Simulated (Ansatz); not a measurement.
# linear Os chain under tension and compression, part 3 of 3

Does stretching change the magnetism or the channel count of the linear Os chain?

Ansatz 0.2.0; DFT PBE, plane waves, PAW; relaxation of a chain's period (the session's first sound run).

So far, conductance of the lead as this run defines it (G₀): step 3 (the chain at a fixed length, period over the relaxed period …) 6.00; step 8 (period over the relaxed period 1.08, k-mesh 1×1×34) 5.00; step 9 (period over the relaxed period 1.13, k-mesh 1×1×32) 4.50; step 10 (period over the relaxed period 1.2, k-mesh 1×1×30) 4.01; step 11 (period over the relaxed period 1.3, k-mesh 1×1×28) 2.78.

## 12. The series together

Times are for 4 threads of Arm Neoverse V2, shared host. The runs compared:

| no. | period over the relaxed period | conductance of the lead as this run defines it (G₀) | absolute moment (μB) | energy at zero smearing less the lowest (eV) | time | memory (GiB) |
| --- | --- | --- | --- | --- | --- | --- |
| 1 | 0.88 | 6.000 | 0 | 1.464 | 23 s | 0.45 |
| 2 | 0.92 | 6.000 | 0 | 0.5655 | 21 s | 0.44 |
| 3 | 0.96 | 6.000 | 0 | 0.1155 | 19 s | 0.44 |
| 4 | 1 | 6.000 | 0 | 0 | 19 s | 0.43 |
| 5 | 1.04 | 5.000 | 1.434 | 0.05226 | 21 s | 0.48 |
| 6 | 1.08 | 5.000 | 1.740 | 0.2044 | 18 s | 0.41 |
| 7 | 1.13 | 4.499 | 2.323 | 0.4673 | 26 s | 0.47 |
| 8 | 1.2 | 4.006 | 2.692 | 0.8935 | 34 s | 0.47 |
| 9 | 1.3 | 2.778 | 3.455 | 1.439 | 17 s | 0.4 |

## 13. The same system on other settings

This step: DFT PBE, plane waves, PAW; channels and complex bands of a perfect chain; changed: output.transmission.e_range = [-5, 2], output.transmission.de = 0.02 (Ansatz 0.2.0).

The atoms of the run at the relaxed period are kept and the input is varied, to see whether the result depends on it.

input.yaml

```yaml
crystal:
  lattice:
    - [7.5, 0.0, 0.0]
    - [0.0, 7.5, 0.0]
    - [0.0, 0.0, 2.243177479]
  atoms:
    - { symbol: Os, position: [0.5, 0.5, 0.0], spin: 1.5 }
magnetization:
  spin_polarized: true
kpoints:
  mp_grid: { grid: [1, 1, 36] }
scf:
  occupations: { method: fermi_dirac, width: 0.05 }
hamiltonian:
  xc: pbe
output:
  transmission:
    e_range: [-5, 2]
    de: 0.02
    kmesh: [1, 1]
    reduced_basis: true
    leads: [[0, 0]]
  stress: true
```

The run is started by

```console
$ ansatz run input.yaml --threads 4 --pin off --max-ram 8192MiB --backend cpu --events-out ev --progress --plain --runs-dir out
```

Numbers of over 12 decimals in the logs are rounded to 6 here.

The log of the run:

```text
[...]
Crystal: 1 atoms, lattice volume = 126.179 Å³
Basis set: ecut = 420 eV, 2463 PW (Γ)
Bands: 13, of which v1, the nominal top of the filled ones, is band 8 counted from 1 (7 counted from 0)
Symmetry: 16 space group operations
[...]
k-points: 19 of 36
[...]
Starting moments: Σ|m| = 1.5 μB on 1 of 1 site
[...]
SCF iter  13: F=-11379.592743 eV  HF=-11379.592743 eV  |F-HF|=5.46e-12  |Δ(HF+E_count)|=  7.28e-12  Δρ=1.10e-8 (↑1.04e-8 ↓1.10e-8)  dr2=2.41e-13  dr2_m=8.26e-14  M=0.000 μB ∫|m|=0.000 μB  ethr=1.00e-12  ⟨swp⟩=2.1  Hψ=1353  notcnv=0
SCF 1 converged in 13 iterations: F = -11379.592743 eV  dr2 = 2.41e-13
[...]
transmission: 6 of 36 steps passed
transmission: 9 of 36 steps passed
[...]
transmission: 36 of 36 steps passed
SCF converged after 13 iterations
Magnetization: 0.0000 μB (8.0000 up, 8.0000 down)
Absolute magnetization: 0.0000 μB (∫|ρ↑−ρ↓|, with the PAW one-centre terms)
[...]
Per-site moments (μB) at R_I (Å): [(1.4581016042014794e-6, 0.925311)]
Free energy (F): -11379.592743 eV
[...]
Internal energy: -11379.571150 eV  (E = F + TS)
E sigma→0 (E₀):  -11379.581947 eV
Entropy (-TS):   -0.021593 eV (-21.593 meV/atom)
Fermi energy:    -1.927837 eV
[...]
--- Stress (GPa, compression-positive) ---
       -0.145939       0.000000       0.000000
        0.000000      -0.145939       0.000000
        0.000000       0.000000       0.442935
  P = ⅓ Tr σ = 0.0504 GPa (0.504 kbar)
--- Band table (eV; the first three rows and the last of 38) ---
  k-point 0 ↑: bands = [... 4 lower, -8.7760, -4.2644, -3.4231, -3.4139, 0.7451, 0.7451, 1.5625, 1.5625, ... 1 higher]
  k-point 1 ↑: bands = [... 4 lower, -8.6980, -4.2452, -3.4108, -3.4017, 0.5764, 0.5764, 1.6737, 1.6737, ... 1 higher]
  k-point 2 ↑: bands = [... 4 lower, -8.4655, -4.1877, -3.3740, -3.3651, 0.1963, 0.1963, 1.8911, 1.8911, ... 1 higher]
  k-point 18 ↓: bands = [... 4 lower, -6.2840, -6.2840, -1.4748, -1.4738, -0.4363, 3.8700, 8.2980, 8.2980, ... 1 higher]
--- Transmission ---
  basis      : 497 plane waves across, 3 finite elements along
  points     : 1, standing for a mesh of 1 x 1
[...]
crystal 0  : Os1, at the sites [0, 0], period 2.2432 Å: whole cells are its period
[...]
filled         : 28.5 meV under the level at which it is neutral
    channels       : 6.000000e0 up, 6.000000e0 down
[...]
```

It took 46 s on 4 threads of Arm Neoverse V2, shared host; peak memory 0.51 GiB.

This step gave:

```yaml
energy_at_zero_smearing: -11379.5819 eV
channels_at_the_energy_nearest_the_fermi_level_spin_up: 6
channels_at_the_energy_nearest_the_fermi_level_spin_down: 6
conductance_of_the_lead_as_this_run_defines_it: 6.000 G₀
```

The open channels of the lead by energy, zero at the Fermi level:

| energy (eV) | spin up | spin down |
| --- | --- | --- |
| -5.0000 | 1 | 1 |
| -4.7600 | 1 | 1 |
| -4.5000 | 1 | 1 |
| -4.2600 | 3 | 3 |
| -4.0000 | 3 | 3 |
| -3.7600 | 3 | 3 |
| -3.5000 | 3 | 3 |
| -3.2600 | 3 | 3 |
| -3.0000 | 3 | 3 |
| -2.7600 | 3 | 3 |
| -2.5000 | 3 | 3 |
| -2.2600 | 4 | 4 |
| -2.0000 | 4 | 4 |
| -1.7600 | 4 | 4 |
| -1.5000 | 4 | 4 |
| -1.2600 | 6 | 6 |
| -1.0000 | 6 | 6 |
| -0.7600 | 6 | 6 |
| -0.5000 | 6 | 6 |
| -0.2600 | 6 | 6 |
| 0.0000 | 6 | 6 |
| 0.2400 | 6 | 6 |
| 0.5000 | 4 | 4 |
| 0.7400 | 4 | 4 |
| 1.0000 | 4 | 4 |
| 1.2400 | 4 | 4 |
| 1.5000 | 3 | 3 |
| 1.7400 | 3 | 3 |
| 2.0000 | 3 | 3 |

It took 46 s against 19 s for the run it varies, and the conductance is 6.00 G₀ against 6.00 G₀.

The channels at the energy nearest the Fermi level, spin up, channels at the energy nearest the Fermi level, spin down and conductance of the lead as this run defines it stay within 0.2 % plus 0.001 of the run it varies.

## 14. What came out

```
relaxed cell length              : 2.243 Å
conductance at period × 0.88     : 6.00 G₀
conductance at period × 1.0      : 6.00 G₀
conductance at period × 1.13     : 4.50 G₀
conductance at period × 1.3      : 2.78 G₀
absolute moment at period × 0.88 : 0 μB
absolute moment at period × 1.0  : 0 μB
absolute moment at period × 1.3  : 3.45 μB
```

In words: In these runs no moment survives at the shortest period, and one is present from a factor of 1.04 on: longer bonds narrow the bands, which favours exchange splitting. The conductance goes from 6.00 G₀ at the shortest period to 2.78 G₀ at the longest, while the magnetic state changes too. Transport is coherent and elastic here: the atoms are frozen, so scattering by vibrations plays no part. Spin-orbit coupling is left out, which matters for the bands of heavy atoms. No search over magnetic orders was made; another may lie lower. For the perfect chain only parallel moments were started; its antiparallel and spiral orders were not tested. Conductances of a perfect chain off the multiples of half a G0 come from band edges within the thermal window; the square box also splits pairs of bands that an isolated chain keeps degenerate, which moves such edges. The lead's cell of one atom keeps the chain straight and evenly spaced; a zigzag or dimerised form may lie lower.

[Logs are printed without paths, hosts, clocks, repeated set-up lines and the standing remarks that a program may print on its own settings, such as how far it seeks lower states.]

[Hosts, paths, dates, database ids (printed as entryN), source tags and the programs' standing remarks are cut or masked in the printed files.]
